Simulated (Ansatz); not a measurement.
# The perfect Pd wire of staggered 4-rings about a central row

Aim: is the Pd wire of staggered 4-rings about a central row a metal or a semiconductor?

Calculated with Ansatz 0.2.0; DFT PBE, plane waves, PAW; relaxation of a wire's period, in the first sound run; inputs show where later runs differ.

**1. The structure**

The cell holds 10 atoms: 10 Pd. Its edges and angles: a = 11.480 Å, b = 11.480 Å, c = 4.792 Å, α = 90.0°, β = 90.0°, γ = 90.0°. Vacuum lies along a and b. The structure's axis is c.

**2. Relaxing the period**

Band widths follow the bond lengths, so the wire is relaxed first. The atoms and the third cell vector are free; the box across stays fixed as vacuum. Moments are seeded so that a magnetic state can form if it lies lower. A Fermi-Dirac smearing is set since the result may be a metal. The pressure printed is a third of the stress's trace over the whole box, vacuum included; only the stress along the axis is relaxed.

input.yaml reads:

```yaml
crystal:
  lattice:
    - [11.48, 0.0, 0.0]
    - [0.0, 11.48, 0.0]
    - [0.0, 0.0, 4.7919212347]
  atoms:
    - { symbol: Pd, position: [0.296167247, 0.500020958, 0.0], spin: 0.48 }
    - { symbol: Pd, position: [0.500020958, 0.70387467, 0.0], spin: 0.48 }
    - { symbol: Pd, position: [0.500020958, 0.296167247, 0.0], spin: 0.48 }
    - { symbol: Pd, position: [0.70387467, 0.500020958, 0.0], spin: 0.48 }
    - { symbol: Pd, position: [0.500020958, 0.500020958, 0.25], spin: 0.48 }
    - { symbol: Pd, position: [0.355874617, 0.6441673, 0.5], spin: 0.48 }
    - { symbol: Pd, position: [0.355874617, 0.355874617, 0.5], spin: 0.48 }
    - { symbol: Pd, position: [0.6441673, 0.6441673, 0.5], spin: 0.48 }
    - { symbol: Pd, position: [0.6441673, 0.355874617, 0.5], spin: 0.48 }
    - { symbol: Pd, position: [0.500020958, 0.500020958, 0.75], spin: 0.48 }
magnetization:
  spin_polarized: true
kpoints:
  mp_grid: { grid: [1, 1, 17] }
scf:
  occupations: { method: fermi_dirac, width: 0.05 }
hamiltonian:
  xc: pbe
relax:
  cell: { fix: [a, b, alpha, beta, gamma] }
  max_steps: 60
```

Launch:

```
$ ansatz run input.yaml --threads 8 --pin off --max-ram 16384MiB --backend cpu --events-out ev --progress --plain --runs-dir out
```

Numbers of over 12 decimals in the logs are rounded to 6 here.

The log of the run:

```text
Engine: ansatz 0.2.0, x86_64-unknown-linux-gnu
Pseudopotentials: kind: paw
Pseudopotential: Pd, paw, valence charge 18, recommended cutoff 420 eV (normal), Pd.paw.azcp
Functional definition: PBE
  parameter kappa = 0.804
  parameter beta = 0.066725
  exchange = pbe_x(kappa = kappa, mu = beta*pi^2/3)
  correlation = pbe_c(beta = beta)
Crystal: 10 atoms, lattice volume = 631.529 Å³
Basis set: ecut = 420 eV, 12273 PW (Γ), exchange–correlation on 160×160×72 points (8 copies of the dense FFT grid, shifted against one another)
Bands: 111, of which v1, the nominal top of the filled ones, is band 90 counted from 1 (89 counted from 0)
Symmetry: 16 space group operations
Space group: P4/mmm (ITA 123), of the structure as read, at distance tolerance 8.6e-5 Å
Magnetic group: BNS 123.339 (UNI 999), of the structure as read, at distance tolerance 8.6e-5 Å
k-points: 9 of 17
Non-local potential: Pd, projectors of the file, l = 0: 2, l = 1: 2, l = 2: 2, l = 3: 1
PAW form: soft (Blöchl's): semilocal exchange-correlation on the pseudo side does not see the compensation charge
PAW one-centre angular grid: Pd, 590 points (default); XC on 64 Gauss nodes
Initial density: superposition of atomic densities (neutral atoms: chi_scale 0, normalization atom)
Starting moments: Σ|m| = 4.8 μB on 10 of 10 sites
Initial wavefunctions: pseudopotential atomic-orbital guess
Functional: x = pbe(κ = 0.804, μ = 0.219515), c = pbe(β = 0.066725)
SCF iter   1: F=—  HF=-69725.249621 eV  |F-HF|=—  |Δ(HF+E_count)|=         —  Δρ=4.29e-2 (↑4.29e-2 ↓3.84e-2)  dr2=6.09e1  dr2_m=3.43e-1  M=3.201 μB ∫|m|=3.369 μB  β_m=0.30  ethr=3.10e-3  ⟨swp⟩=6.2  Hψ=7906  notcnv=0  defer=34
preconditioner: auto → LDOS  [metal: Δε(μ)=0.002 eV  Ē_g=4.855 eV  σ=0.050 eV  W_gap=0.01  n_scr=122 (ndim 8)  ℏωp=14.8 eV  f_vac=0.652  D(μ)=24.16/eV (n_scr^D=184)]
spin=Collinear: LDOS preconditioning applied to the charge; magnetization (m = ρ↑ − ρ↓) channel mixes plain (no charge-response kernel on spin).
SCF iter   2: F=—  HF=-69718.723710 eV  |F-HF|=—  |Δ(HF+E_count)|=    6.53e0  Δρ=2.48e-2 (↑2.22e-2 ↓2.48e-2)  dr2=2.79e1  dr2_m=2.14e-1  M=3.311 μB ∫|m|=3.477 μB  β_m=0.30  ethr=3.10e-3  ⟨swp⟩=2.6  Hψ=3570  notcnv=0  defer=155
SCF iter   3: F=—  HF=-69716.879757 eV  |F-HF|=—  |Δ(HF+E_count)|=    1.84e0  Δρ=1.70e-2 (↑9.22e-3 ↓1.70e-2)  dr2=1.15e1  dr2_m=1.46e-1  M=3.513 μB ∫|m|=3.703 μB  β_m=0.30  ethr=3.10e-3  ⟨swp⟩=2.0  Hψ=3216  notcnv=0  defer=168
SCF iter   4: F=—  HF=-69716.342882 eV  |F-HF|=—  |Δ(HF+E_count)|=   5.37e-1  Δρ=9.40e-3 (↑7.18e-3 ↓9.40e-3)  dr2=2.58e0  dr2_m=5.17e-2  M=3.586 μB ∫|m|=3.762 μB  β_m=0.30  ethr=3.10e-3  ⟨swp⟩=2.6  Hψ=2349  notcnv=0  defer=171
SCF iter   5: F=—  HF=-69716.276092 eV  |F-HF|=—  |Δ(HF+E_count)|=   6.68e-2  Δρ=6.00e-3 (↑6.00e-3 ↓5.95e-3)  dr2=1.12e0  dr2_m=2.23e-2  M=3.657 μB ∫|m|=3.833 μB  β_m=0.30  ethr=1.43e-3  ⟨swp⟩=2.1  Hψ=2204  notcnv=0  defer=186
SCF iter   6: F=—  HF=-69716.231070 eV  |F-HF|=—  |Δ(HF+E_count)|=   4.50e-2  Δρ=3.19e-3 (↑3.19e-3 ↓2.11e-3)  dr2=1.13e-1  dr2_m=1.77e-2  M=3.788 μB ∫|m|=3.957 μB  β_m=0.30  ethr=6.20e-4  ⟨swp⟩=2.4  Hψ=1950  notcnv=0  defer=191
SCF iter   7: F=—  HF=-69716.259181 eV  |F-HF|=—  |Δ(HF+E_count)|=   2.81e-2  Δρ=1.90e-3 (↑1.90e-3 ↓1.53e-3)  dr2=4.23e-2  dr2_m=1.12e-2  M=3.822 μB ∫|m|=4.002 μB  β_m=0.30  ethr=6.28e-5  ⟨swp⟩=2.9  Hψ=2971  notcnv=0  defer=205
SCF iter   8: F=—  HF=-69716.267166 eV  |F-HF|=—  |Δ(HF+E_count)|=   7.99e-3  Δρ=1.42e-3 (↑1.42e-3 ↓1.12e-3)  dr2=6.22e-3  dr2_m=8.19e-3  M=3.842 μB ∫|m|=4.026 μB  β_m=0.30  ethr=2.35e-5  ⟨swp⟩=2.1  Hψ=2325  notcnv=0  defer=205
SCF iter   9: F=—  HF=-69716.271640 eV  |F-HF|=—  |Δ(HF+E_count)|=   4.47e-3  Δρ=1.04e-3 (↑1.04e-3 ↓9.68e-4)  dr2=5.76e-4  dr2_m=5.63e-3  M=3.879 μB ∫|m|=4.070 μB  β_m=0.30  ethr=3.46e-6  ⟨swp⟩=2.0  Hψ=2647  notcnv=0  defer=205
SCF iter  10: F=—  HF=-69716.273578 eV  |F-HF|=—  |Δ(HF+E_count)|=   1.94e-3  Δρ=8.15e-4 (↑7.76e-4 ↓8.15e-4)  dr2=2.68e-4  dr2_m=3.60e-3  M=3.912 μB ∫|m|=4.110 μB  β_m=0.30  ethr=3.20e-7  ⟨swp⟩=2.0  Hψ=3218  notcnv=0  defer=205
Mixer restart at iter 10: flushing history
spin-set hold released at iteration 10 (site moments contracting): the magnetisation degrees of freedom join the quasi-Newton model from the next iteration; the mixer history was flushed
SCF iter  11: F=—  HF=-69716.274854 eV  |F-HF|=—  |Δ(HF+E_count)|=   1.28e-3  Δρ=7.10e-4 (↑6.01e-4 ↓7.10e-4)  dr2=1.07e-4  dr2_m=2.44e-3  M=3.936 μB ∫|m|=4.139 μB  β_m=0.55  ethr=1.49e-7  ⟨swp⟩=2.1  Hψ=3123  notcnv=0  defer=205
SCF iter  12: F=—  HF=-69716.277281 eV  |F-HF|=—  |Δ(HF+E_count)|=   2.43e-3  Δρ=3.36e-4 (↑1.78e-4 ↓3.36e-4)  dr2=8.76e-4  dr2_m=2.93e-4  M=4.018 μB ∫|m|=4.239 μB  β_m=0.82  ethr=5.94e-8  ⟨swp⟩=3.0  Hψ=4350  notcnv=0  defer=205
SCF iter  13: F=—  HF=-69716.277475 eV  |F-HF|=—  |Δ(HF+E_count)|=   1.94e-4  Δρ=1.92e-4 (↑1.92e-4 ↓1.62e-4)  dr2=5.73e-4  dr2_m=5.86e-5  M=4.048 μB ∫|m|=4.275 μB  β_m=0.75  ethr=5.94e-8  ⟨swp⟩=2.4  Hψ=3801  notcnv=0  defer=205
SCF iter  14: F=—  HF=-69716.277467 eV  |F-HF|=—  |Δ(HF+E_count)|=   8.44e-6  Δρ=8.03e-5 (↑6.12e-5 ↓8.03e-5)  dr2=2.32e-4  dr2_m=9.71e-6  M=4.061 μB ∫|m|=4.292 μB  β_m=0.69  ethr=5.94e-8  ⟨swp⟩=2.1  Hψ=3513  notcnv=0  defer=205
SCF iter  15: F=—  HF=-69716.277458 eV  |F-HF|=—  |Δ(HF+E_count)|=   8.63e-6  Δρ=4.02e-5 (↑4.02e-5 ↓2.89e-5)  dr2=2.11e-5  dr2_m=3.22e-6  M=4.069 μB ∫|m|=4.302 μB  β_m=0.71  ethr=5.94e-8  ⟨swp⟩=2.0  Hψ=2650  notcnv=0  defer=205
SCF iter  16: F=—  HF=-69716.277284 eV  |F-HF|=—  |Δ(HF+E_count)|=   1.74e-4  Δρ=1.81e-5 (↑9.37e-6 ↓1.81e-5)  dr2=1.81e-6  dr2_m=8.81e-7  M=4.070 μB ∫|m|=4.303 μB  β_m=0.75  ethr=1.17e-8  ⟨swp⟩=2.0  Hψ=2698  notcnv=0  defer=205
SCF iter  17: F=—  HF=-69716.277284 eV  |F-HF|=—  |Δ(HF+E_count)|=   3.83e-7  Δρ=7.02e-6 (↑4.69e-6 ↓7.02e-6)  dr2=1.55e-7  dr2_m=1.77e-7  M=4.070 μB ∫|m|=4.303 μB  β_m=0.87  ethr=1.01e-9  ⟨swp⟩=2.0  Hψ=2881  notcnv=0  defer=205
SCF iter  18: F=—  HF=-69716.277284 eV  |F-HF|=—  |Δ(HF+E_count)|=   1.38e-7  Δρ=4.18e-6 (↑2.07e-6 ↓4.18e-6)  dr2=1.14e-7  dr2_m=3.14e-8  M=4.070 μB ∫|m|=4.304 μB  β_m=0.88  ethr=5.56e-11  ⟨swp⟩=4.0  Hψ=6278  notcnv=0
SCF iter  19: F=—  HF=-69716.277284 eV  |F-HF|=—  |Δ(HF+E_count)|=   3.01e-9  Δρ=1.30e-6 (↑8.77e-7 ↓1.30e-6)  dr2=2.43e-8  dr2_m=4.57e-9  M=4.070 μB ∫|m|=4.304 μB  β_m=0.94  ethr=5.56e-11  ⟨swp⟩=3.5  Hψ=5614  notcnv=0
SCF iter  20: F=-69716.277284 eV  HF=-69716.277284 eV  |F-HF|=2.65e-9  |Δ(HF+E_count)|=  4.37e-10  Δρ=4.32e-7 (↑4.32e-7 ↓3.95e-7)  dr2=2.93e-9  dr2_m=4.79e-10  M=4.070 μB ∫|m|=4.304 μB  ethr=1.35e-11  ⟨swp⟩=3.0  Hψ=4459  notcnv=0
[...]
SCF iter   7: F=—  HF=-69716.278404 eV  |F-HF|=—  |Δ(HF+E_count)|=   3.42e-9  Δρ=9.46e-7 (↑9.46e-7 ↓9.37e-7)  dr2=6.32e-8  dr2_m=4.06e-10  M=4.122 μB ∫|m|=4.361 μB  β_m=0.67  ethr=1.99e-11  ⟨swp⟩=4.0  Hψ=6232  notcnv=0
SCF iter   8: F=-69716.278404 eV  HF=-69716.278404 eV  |F-HF|=7.12e-9  |Δ(HF+E_count)|=   7.80e-9  Δρ=5.28e-7 (↑5.28e-7 ↓3.06e-7)  dr2=8.29e-9  dr2_m=3.19e-10  M=4.122 μB ∫|m|=4.361 μB  ethr=1.99e-11  ⟨swp⟩=2.0  Hψ=5702  notcnv=0
SCF 3 converged in 8 iterations: F = -69716.278404 eV  dr2 = 8.29e-9
relax step   3: F+E_penalty+E_count = -69716.27840357 eV  Δ(F+E_penalty+E_count) = -3.323e-4 eV  max|allowed force component| = 1.050e-3 eV/Å  Δτ_max = 0.0021 Å  P = +0.034 GPa  Ω = 632.136 Å³  energy of the carried Pulay correction = -6.609e-5 eV  fix = [a, b, alpha, beta, gamma]  reactions: a +0.035, b +0.035 GPa  (8 SCF iters, dr2 threshold 3.58e-8 eV, accepted)
Initial wavefunctions: pseudopotential atomic-orbital guess (no wavefunctions were taken with the density)
iter 1 solved again at ethr=6.72e-7 eV; its pass at ethr=3.10e-3 eV (dr2=1.21e-3 eV) is discarded
SCF iter   1: F=—  HF=-69716.277823 eV  |F-HF|=—  |Δ(HF+E_count)|=         —  Δρ=1.43e-5 (↑1.43e-5 ↓1.39e-5)  dr2=1.63e-7  dr2_m=4.09e-9  M=4.122 μB ∫|m|=4.361 μB  β_m=0.30  ethr=6.72e-7  ⟨swp⟩=3.9  Hψ=13825  notcnv=0
eigensolver tolerance schedule: the retry pair's looser diagonalisation over-reported the residual by 7433.95 of it (diagonalisation noise at an unbounded share of the residual, at the tolerance the schedule requests for it); recorded, not acted on — ethr = c·dr2/N_el stays at c = 1.0e-1
preconditioner: auto → LDOS  [metal: Δε(μ)=0.022 eV  Ē_g=5.526 eV  σ=0.050 eV  W_gap=0.11  n_scr=122 (ndim 8)  ℏωp=14.8 eV  f_vac=0.638  D(μ)=24.82/eV (n_scr^D=184)]
spin=Collinear: LDOS preconditioning applied to the charge; magnetization (m = ρ↑ − ρ↓) channel mixes plain (no charge-response kernel on spin).
SCF iter   2: F=—  HF=-69716.278153 eV  |F-HF|=—  |Δ(HF+E_count)|=   3.30e-4  Δρ=1.00e-5 (↑1.00e-5 ↓9.70e-6)  dr2=7.17e-8  dr2_m=1.03e-9  M=4.122 μB ∫|m|=4.361 μB  β_m=0.48  ethr=9.04e-11  ⟨swp⟩=3.8  Hψ=5268  notcnv=0
SCF iter   3: F=—  HF=-69716.278402 eV  |F-HF|=—  |Δ(HF+E_count)|=   2.49e-4  Δρ=4.54e-6 (↑4.54e-6 ↓4.39e-6)  dr2=1.89e-8  dr2_m=3.80e-10  M=4.122 μB ∫|m|=4.361 μB  β_m=0.54  ethr=3.98e-11  ⟨swp⟩=4.0  Hψ=4422  notcnv=0
SCF iter   4: F=—  HF=-69716.278488 eV  |F-HF|=—  |Δ(HF+E_count)|=   8.61e-5  Δρ=1.35e-6 (↑1.35e-6 ↓1.30e-6)  dr2=4.64e-9  dr2_m=3.44e-10  M=4.122 μB ∫|m|=4.361 μB  β_m=0.77  ethr=1.05e-11  ⟨swp⟩=4.0  Hψ=4570  notcnv=0
SCF iter   5: F=—  HF=-69716.278486 eV  |F-HF|=—  |Δ(HF+E_count)|=   1.88e-6  Δρ=2.38e-7 (↑2.33e-7 ↓2.38e-7)  dr2=2.56e-9  dr2_m=1.39e-10  M=4.122 μB ∫|m|=4.361 μB  β_m=0.74  ethr=2.58e-12  ⟨swp⟩=4.0  Hψ=4395  notcnv=0
SCF iter   6: F=—  HF=-69716.278486 eV  |F-HF|=—  |Δ(HF+E_count)|=   7.15e-8  Δρ=2.03e-7 (↑1.09e-7 ↓2.03e-7)  dr2=7.38e-10  dr2_m=6.31e-11  M=4.122 μB ∫|m|=4.361 μB  β_m=0.83  ethr=1.42e-12  ⟨swp⟩=2.0  Hψ=2833  notcnv=0
SCF iter   7: F=—  HF=-69716.278486 eV  |F-HF|=—  |Δ(HF+E_count)|=   1.69e-9  Δρ=1.16e-7 (↑7.22e-8 ↓1.16e-7)  dr2=2.27e-10  dr2_m=1.39e-11  M=4.122 μB ∫|m|=4.361 μB  β_m=0.90  ethr=1.00e-12  ⟨swp⟩=2.0  Hψ=2659  notcnv=0
SCF iter   8: F=-69716.278486 eV  HF=-69716.278486 eV  |F-HF|=2.04e-10  |Δ(HF+E_count)|=  2.47e-10  Δρ=4.88e-8 (↑3.38e-8 ↓4.88e-8)  dr2=3.49e-11  dr2_m=4.78e-12  M=4.122 μB ∫|m|=4.361 μB  ethr=1.00e-12  ⟨swp⟩=4.0  Hψ=6270  notcnv=0
SCF 4 converged in 8 iterations: F = -69716.278486 eV  dr2 = 3.49e-11
  greatest PAW one-centre occupation: 1.000 electrons in one spin orbital (limit 2), on the Pd atom at site 7 (counted from 0), in its partial waves of l = 0
relax step   4: F+E_penalty+E_count = -69716.27848636 eV  Δ(F+E_penalty+E_count) = -8.278e-5 eV  max|allowed force component| = 1.040e-3 eV/Å  Δτ_max = 0.0000 Å  P = +0.033 GPa  Ω = 632.136 Å³  fix = [a, b, alpha, beta, gamma]  reactions: a +0.034, b +0.034 GPa  stress off target by 3.32e-2 GPa on what of the cell is left free  SCF on the basis re-selected at this cell (its energy is not comparable with the rows above)  (8 SCF iters)
basis re-selected at this cell: Δ(F+E_penalty+E_count) = -8.278e-5 eV, ΔP = -0.000 GPa vs the last step (what re-selecting the basis moved, of the pressure what is left beyond the Pulay correction that the steps carried, after the strain that the cell walked since its last selection, with what the two solves' SCF thresholds leave and, on support functions, any second-order correction that the steps lacked; it is no m [...]
SCF converged after 8 iterations
Magnetization: 4.1218 μB (92.0609 up, 87.9391 down)
Absolute magnetization: 4.3610 μB (∫|ρ↑−ρ↓|, with the PAW one-centre terms)
Spin contamination: 0.0352 ħ² per cell (⟨S²⟩ above its minimum at these occupations)
Per-site moments (μB) at R_I (Å): [(0.349513, 1.082190), (0.349513, 1.082190), (0.349513, 1.082190), (0.349513, 1.082190), (0.558537, 0.988782), (0.350308, 1.082472), (0.350308, 1.082472), (0.350308, 1.082472), (0.350308, 1.082472), (0.558537, 0.988782)]
Free energy (F): -69716.278486 eV
Harris-Foulkes:  -69716.278486 eV  (|F-HF|=2.04e-10)
Internal energy: -69716.082997 eV  (E = F + TS)
E sigma→0 (E₀):  -69716.180742 eV
Entropy (-TS):   -0.195490 eV (-19.549 meV/atom)
Fermi energy:    1.015082 eV
--- Per-component energies (eV) ---
  E_band       = -4622.328424
  E_kinetic    = 5141.780886
  E_local      = -93741.719993  (includes V_loc(G=0)·N_el)
  E_nonlocal   = 2189.267374
  E_hartree    = 43597.609711
  E_xc         = -1670.718814
  E_vxc        = -2093.142622  (∫ρ·V_xc dr)
  E_paw        = -37515.211897  (= ΣΔE_a)
  E_vpaw       = -3313.735742  (= ΣTr[D̂ρ^β])
  E_aug_tail   = 0.001999  (compensation charges beyond the density's cutoff)
  E_ewald      = 12282.907736
  E_smearing   = -0.195490  (= −TS)
  E_closure    = 0.000000  (closes the sum)
  Σ components = -69716.278486   (vs F -69716.278486, Δ=0.00e0)
--- Forces (eV/Å), atoms counted from 1 ---
  atom   1  Pd     0.00014787     0.00000000     0.00000000
  atom   2  Pd    -0.00000000    -0.00014787     0.00000000
  atom   3  Pd    -0.00000000     0.00014787     0.00000000
  atom   4  Pd    -0.00014787     0.00000000     0.00000000
  atom   5  Pd     0.00000000     0.00000000     0.00104013
  atom   6  Pd    -0.00057987     0.00057987     0.00000000
  atom   7  Pd    -0.00057987    -0.00057987     0.00000000
  atom   8  Pd     0.00057987     0.00057987     0.00000000
  atom   9  Pd     0.00057987    -0.00057987     0.00000000
  atom  10  Pd     0.00000000     0.00000000    -0.00104013
  max |Σ_I F_I| component: 1.08e-19 eV/Å
--- Stress (GPa, compression-positive) ---
        0.033593       0.000000       0.000000
        0.000000       0.033593       0.000000
        0.000000       0.000000       0.033167
  P = ⅓ Tr σ = 0.0335 GPa (0.335 kbar)
--- Relaxed structure (3 steps of the walk, 3 accepted, 1 SCFs on fresh bases) ---
  F+E_penalty+E_count = -69716.27848636 eV   max|allowed force component| = 1.040e-3 eV/Å   (the final SCF, on the basis selected at the relaxed cell)
  cell:  # Å, volume = 632.1356 Å³
    - [11.48, 0.0, 0.0]
    - [0.0, 11.48, 0.0]
    - [0.0, 0.0, 4.796522]
  atoms:
    - { symbol: Pd, position: [0.296790, 0.5000209583, 0.0] }
    - { symbol: Pd, position: [0.5000209583, 0.703252, 0.0] }
    - { symbol: Pd, position: [0.5000209583, 0.296790, 0.0] }
    - { symbol: Pd, position: [0.703252, 0.5000209583, 0.0] }
    - { symbol: Pd, position: [0.5000209583, 0.5000209583, 0.250127] }
    - { symbol: Pd, position: [0.356229, 0.643813, 0.5] }
    - { symbol: Pd, position: [0.356229, 0.356229, 0.5] }
    - { symbol: Pd, position: [0.643813, 0.643813, 0.5] }
    - { symbol: Pd, position: [0.643813, 0.356229, 0.5] }
    - { symbol: Pd, position: [0.5000209583, 0.5000209583, 0.749873] }
```

The job ended after 18 s (8 threads of AMD EPYC 9R45, shared host; peak memory 3 GiB).

The steps of the relaxation:

| step | energy less that of the first step (eV) | largest force component (eV/Å) | pressure (GPa) | volume (Å³) |
| --- | --- | --- | --- | --- |
| 1 | 0.0000 | 0.0484 | -0.06 | 631.53 |
| 2 | -0.0008 | 0.0239 | 0.09 | 631.73 |
| 3 | -0.0011 | 0.0010 | 0.03 | 632.14 |
| 4* | -0.0012 | 0.0010 | 0.03 | 632.14 |

Relaxation steps marked * repeat the geometry before them on a plane-wave basis chosen anew for their cell, so energy and pressure can jump there.

The run keeps the 16 symmetry operations that it works with, so distortions that break them were not tested.

| cell as run | before | after | change |
| --- | --- | --- | --- |
| c (Å) | 4.792 | 4.797 | +0.1 % |

This step gave:

```
energy at zero smearing    : -69716.1807 eV
total moment               : 4.122 μB
absolute moment            : 4.361 μB
cell length along the wire : 4.797 Å
```

Site moment by atom:

| atom | site moment (μB) |
| --- | --- |
| Pd1 | 0.350 |
| Pd2 | 0.350 |
| Pd3 | 0.350 |
| Pd4 | 0.350 |
| Pd5 | 0.559 |
| Pd6 | 0.350 |
| Pd7 | 0.350 |
| Pd8 | 0.350 |
| Pd9 | 0.350 |
| Pd10 | 0.559 |

The cell's length comes to 4.797 Å with an absolute moment of 4.36 μB a cell.

[end of part 1 of 4]

[Logs are printed without paths, hosts, clocks, repeated set-up lines and the standing remarks that a program may print on its own settings, such as how far it seeks lower states.]

[Hosts, paths, dates, database ids (printed as entryN), source tags and the programs' standing remarks are cut or masked in the printed files.]
